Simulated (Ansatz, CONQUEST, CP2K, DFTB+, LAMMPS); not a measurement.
# CP2K on glassy 40SiO2-28Al2O3-16Li2O-16SrO (mol %) (85 atoms): settings against a plane-wave reference, part 2 of 2

Wanted: CP2K inputs and outputs for glassy 40SiO2-28Al2O3-16Li2O-16SrO (mol %) (85 atoms), checked against a plane-wave reference.

Program: CP2K 2026.2; the method stands at each step. Banners, paths, timers and routine set-up lines are dropped from the logs unmarked, and long logs keep their key lines alone; longer cuts are marked.

So far. Step 3 (PBE, DZVP-MOLOPT-SR, 280/50 Ry, diagonalisation): Against the first run (10 %), the force difference from the reference is 18 %, at 0.63 times the CPU time: the grid matters here.

## 4. PBE, DZVP-MOLOPT-SR, 800/50 Ry, OT DIIS

Method: Kohn-Sham DFT, PBE, GTH-PBE pseudopotentials, Gaussian and plane waves, DZVP-MOLOPT-SR-GTH, orbital transformation.

The input, input.inp:

```
&GLOBAL
  PROJECT cell
  RUN_TYPE ENERGY_FORCE
  PRINT_LEVEL LOW
&END GLOBAL
&FORCE_EVAL
  METHOD QS
  STRESS_TENSOR ANALYTICAL
  &DFT
    BASIS_SET_FILE_NAME BASIS_MOLOPT
    POTENTIAL_FILE_NAME GTH_POTENTIALS
    &MGRID
      CUTOFF 800
      REL_CUTOFF 50
      NGRIDS 5
    &END MGRID
    &QS
      EPS_DEFAULT 1.0E-12
    &END QS
    &SCF
      SCF_GUESS ATOMIC
      EPS_SCF 1.0E-06
      MAX_SCF 30
      &OT
        MINIMIZER DIIS
        PRECONDITIONER FULL_ALL
        ENERGY_GAP 0.001
      &END OT
      &OUTER_SCF
        EPS_SCF 1.0E-06
        MAX_SCF 8
      &END OUTER_SCF
      &PRINT
        &RESTART OFF
        &END RESTART
      &END PRINT
    &END SCF
    &XC
      &XC_FUNCTIONAL PBE
      &END XC_FUNCTIONAL
    &END XC
    &PRINT
      &MULLIKEN ON
      &END MULLIKEN
      &HIRSHFELD ON
        SHAPE_FUNCTION DENSITY
      &END HIRSHFELD
      &MO_CUBES
        NHOMO 1
        NLUMO 4
        WRITE_CUBE F
      &END MO_CUBES
    &END PRINT
  &END DFT
  &SUBSYS
    &CELL
      A 10.51410 0.00000 0.00000
      B 0.00000 10.51410 0.00000
      C 0.00000 0.00000 10.51410
    &END CELL
    &TOPOLOGY
      COORD_FILE_NAME structure.xyz
      COORD_FILE_FORMAT XYZ
    &END TOPOLOGY
    &KIND Si
      BASIS_SET DZVP-MOLOPT-SR-GTH-q4
      POTENTIAL GTH-PBE-q4
    &END KIND
    &KIND Al
      BASIS_SET DZVP-MOLOPT-SR-GTH-q3
      POTENTIAL GTH-PBE-q3
    &END KIND
    &KIND Li
      BASIS_SET DZVP-MOLOPT-SR-GTH-q3
      POTENTIAL GTH-PBE-q3
    &END KIND
    &KIND Sr
      BASIS_SET DZVP-MOLOPT-SR-GTH-q10
      POTENTIAL GTH-PBE-q10
    &END KIND
    &KIND O
      BASIS_SET DZVP-MOLOPT-SR-GTH-q6
      POTENTIAL GTH-PBE-q6
    &END KIND
  &END SUBSYS
  &PRINT
    &FORCES ON
    &END FORCES
    &STRESS_TENSOR ON
    &END STRESS_TENSOR
  &END PRINT
&END FORCE_EVAL
```

The input, structure.xyz:

```xyz
85

[... 85 atom lines left out: the same atoms as in the first run ...]
```

Started as:

```sh
OMP_NUM_THREADS=2 cp2k.psmp -i input.inp > output.txt
```

Numbers of over 12 decimals in the logs are rounded to 6 here.

The program printed:

```text
CP2K| version string:                                       CP2K version 2026.2
 CP2K| Input file name                                                 input.inp
 GLOBAL| Basis set file name                                        BASIS_MOLOPT
 GLOBAL| Potential file name                                      GTH_POTENTIALS
 GLOBAL| Run type                                                   ENERGY_FORCE
 GLOBAL| Total number of message passing processes                             1
 GLOBAL| Number of threads for this process                                    2
 TOTAL NUMBERS AND MAXIMUM NUMBERS
  Total number of            - Atomic kinds:                                   5
                             - Atoms:                                         85
[... lines left out ...]
 Number of electrons:                                                        440
[... lines left out ...]
  Step     Update method      Time    Convergence         Total energy    Change
[... lines left out ...]
  Total energy:                                             -1041.656582
[... lines left out ...]
  Step     Update method      Time    Convergence         Total energy    Change
[... lines left out ...]
  *** SCF run converged in     4 steps ***
[... lines left out ...]
  Total energy:                                             -1041.656910
[... lines left out ...]
  outer SCF loop converged in   2 iterations or   34 steps
[... lines left out ...]
  Eigenvalues of the occupied subspace spin            1
      -1.54570112     -1.53900184     -1.53495214     -1.53487886
      -1.53207783     -1.51124529     -1.51099697     -1.51063326
      -1.20448385     -1.19854396     -1.17309308     -1.14600293
[...]
0.08362210      0.08505977      0.08880761      0.09543735
 Fermi Energy [eV] :    2.596982
  Using OT eigensolver for additional unoccupied orbitals spin            1
  Lowest Eigenvalues of the unoccupied subspace spin            1
 WARNING : did not converge in ot_eigensolver
 number of iterations          299  exceeded maximum
 current gradient / target gradient   1.7238183488553707E-005  /    1.0000000000000001E-005
       0.22117480      0.26705397      0.27066862      0.27892550
 HOMO - LUMO gap [eV] :    3.421490
 ENERGY| Total FORCE_EVAL ( QS ) energy [hartree]          -1041.656910
 FORCES| Atomic forces [hartree/bohr]
 FORCES|   Atom     x               y               z               |f|
 FORCES|      1  2.17035021E-02  1.98830963E-03  4.70266023E-03   2.22959725E-02
 FORCES|      2 -7.01889867E-03 -2.18543594E-04  1.84413787E-02   1.97331485E-02
 FORCES|      3 -9.48563934E-03  6.04173881E-05  1.03442689E-02   1.40351311E-02
[...]
FORCES|     84  2.40985553E-02 -9.47948609E-03 -1.08249522E-02   2.80674297E-02
 FORCES|     85  1.29543280E-02 -2.85354542E-03  6.25186587E-03   1.46643501E-02
 FORCES| Sum     3.64088402E-03 -4.62418846E-04 -2.66684100E-03
 FORCES| Total atomic force                                       4.53672884E-03
 STRESS| Analytical stress tensor [bar]
 STRESS|                        x                   y                   z
 STRESS|      x       -3.24834398507E+03   8.36187157420E+03   4.30757712800E+03
 STRESS|      y        8.36187157420E+03   1.42630371086E+04  -9.04533003884E+02
 STRESS|      z        4.30757712800E+03  -9.04533003884E+02   3.82185323553E+04
 STRESS| 1/3 Trace                                             1.64110751596E+04
```

The job ended after 12 min (2 threads of Intel Xeon Platinum 8259CL at 2.50GHz (Skylake/Cascade Lake), shared host; peak memory 2.3 GiB).

The solver for the empty levels stopped short of its threshold, so the gap is rough; its iterations count in the time.

Numbers from this run, and their distance from the reference:

| Item | Value |
| --- | --- |
| r.m.s. force component | 0.693 eV/Å |
| r.m.s. difference of force components | 68.53 meV/Å |
| longest difference of force vectors | 316.2 meV/Å |
| force difference over r.m.s. force | 10.12 % |
| slope of forces against the reference's | 1.019 |
| correlation of force components | 0.9953 |
| gap (highest filled to lowest empty level) | 3.421 eV |
| gap difference | -0.0876 eV |
| pressure | 1.641 GPa |
| pressure difference | 0.0435 GPa |
| energy less the same-level run's | 0 meV/atom |
| r.m.s. force difference from the same-level run | 0.083 meV/Å |

Against the first run (10 %), the force difference from the reference is 10 %, at 1.9 times the CPU time (34 SCF steps against 16): another solver or mixer reaches the same state.

## 5. Side by side

Differences are against the plane-wave reference, forces as r.m.s. over components; share is that over the reference's r.m.s. force, slope the least-squares factor from reference forces to these. Total energies of different programs have different zeros and aren't compared.

```
                                                          run  Δ force, r.m.s. (meV/Å)  share (%)  slope  Δ pressure (GPa)  Δ gap (eV)  cores  CPU time  memory (GiB)
                                                    reference                        -          -      -                 -           -      4      68 s           1.6
         CP2K PBE, DZVP-MOLOPT-SR, 800/50 Ry, diagonalisation                     68.5       10.1  1.019            0.0435     -0.0877      2    12 min           4.1
CP2K PBE, DZVP-MOLOPT-SR, 280/50 Ry, diagonalisation (coarse)                      121       17.9  1.024             0.258     -0.0977      2   7.3 min           1.2
                 CP2K PBE, DZVP-MOLOPT-SR, 800/50 Ry, OT DIIS                     68.5       10.1  1.019            0.0435     -0.0876      2    22 min           2.3
```

Rows marked coarse were listed beforehand as settings not expected to be converged; some can still land near the reference.

CPU time is summed over cores on a shared host, where runs went side by side, so it is rough. Symmetry, cutoffs, thresholds, outputs and thread counts weren't matched or tuned between programs; memory under MPI is the largest rank's times the ranks.

Mean charges by element (e), by run and scheme:

```
                                                 run     scheme     Si     Al     Li     Sr      O
                                           reference     Löwdin  +1.70  +1.28  +0.83  +1.85  -0.90
CP2K PBE, DZVP-MOLOPT-SR, 800/50 Ry, diagonalisation   Mulliken  +0.71  +1.06  +0.67  +1.28  -0.66
CP2K PBE, DZVP-MOLOPT-SR, 800/50 Ry, diagonalisation  Hirshfeld  +0.51  +0.48  +0.26  +0.67  -0.34
        CP2K PBE, DZVP-MOLOPT-SR, 800/50 Ry, OT DIIS   Mulliken  +0.71  +1.06  +0.67  +1.28  -0.66
        CP2K PBE, DZVP-MOLOPT-SR, 800/50 Ry, OT DIIS  Hirshfeld  +0.51  +0.48  +0.26  +0.67  -0.34
```

The reference's Löwdin charges lack the electrons that the projection spills, 0.057 e an atom on average.

Within one program, basis, potentials and functional, energies share a zero. Each run against its twin at the usual cutoff or grid and solver:

```
                                                 run                                        twin  Δ energy (meV/atom)  Δ force, r.m.s. (meV/Å)  CPU time over the twin's
CP2K PBE, DZVP-MOLOPT-SR, 280/50 Ry, diagonalisation  DZVP-MOLOPT-SR, 800/50 Ry, diagonalisation                -4.98                      104                      0.63
        CP2K PBE, DZVP-MOLOPT-SR, 800/50 Ry, OT DIIS  DZVP-MOLOPT-SR, 800/50 Ry, diagonalisation                    0                    0.083                       1.9
```

## 6. Summary of results

```yaml
nearest_in_forces: a tie at 10 % of 2 runs: CP2K PBE, DZVP-MOLOPT-SR, 800/50 Ry, diagonalisation; CP2K PBE, DZVP-MOLOPT-SR, 800/50 Ry, OT DIIS
```

**Reading.** The PBE runs in local orbitals, coarse settings apart, differ by 10 % in each run; basis, grid and potentials can all enter. Runs with settings chosen to be coarse differ by 18 % (CP2K PBE, DZVP-MOLOPT-SR, 280/50 Ry, diagonalisation), their programs' other errors included. None of the electronic-structure runs in the table takes under half the reference's CPU time of 68 s; they take 6.4 to 19 times as much. At the same functional, gaps differ from the reference's 3.51 eV by between -0.10 and -0.09 eV. Charges hang on scheme and program or settings: among these rows the mean for Si runs from +0.51 to +1.70 e. The quench rate of 6 K/ps is many orders above laboratory rates, so the cell is likely richer in defects and strain than a real sample. The network of bonds at the start is that of the classical potential that made the cell, and needn't be the one that DFT or experiment would give. The reference's stress is far from hydrostatic: its diagonal is -0.4, 1.4, 3.8 GPa, compression counted positive. The reference's pressure of 1.6 GPa belongs to a cell and atoms that aren't relaxed at this level. The electronic-structure runs sample only Γ, in a cell whose shortest periodic width is 11 Å.

[Also dropped from logs without a mark: logging warnings of Python, and SIESTA's first energy breakdown and zero terms.]

[Logs are printed without paths, hosts, clocks, repeated set-up lines and the standing remarks that a program may print on its own settings, such as how far it seeks lower states.]

[Hosts, paths, dates, database ids (printed as entryN), source tags and the programs' standing remarks are cut or masked in the printed files.]
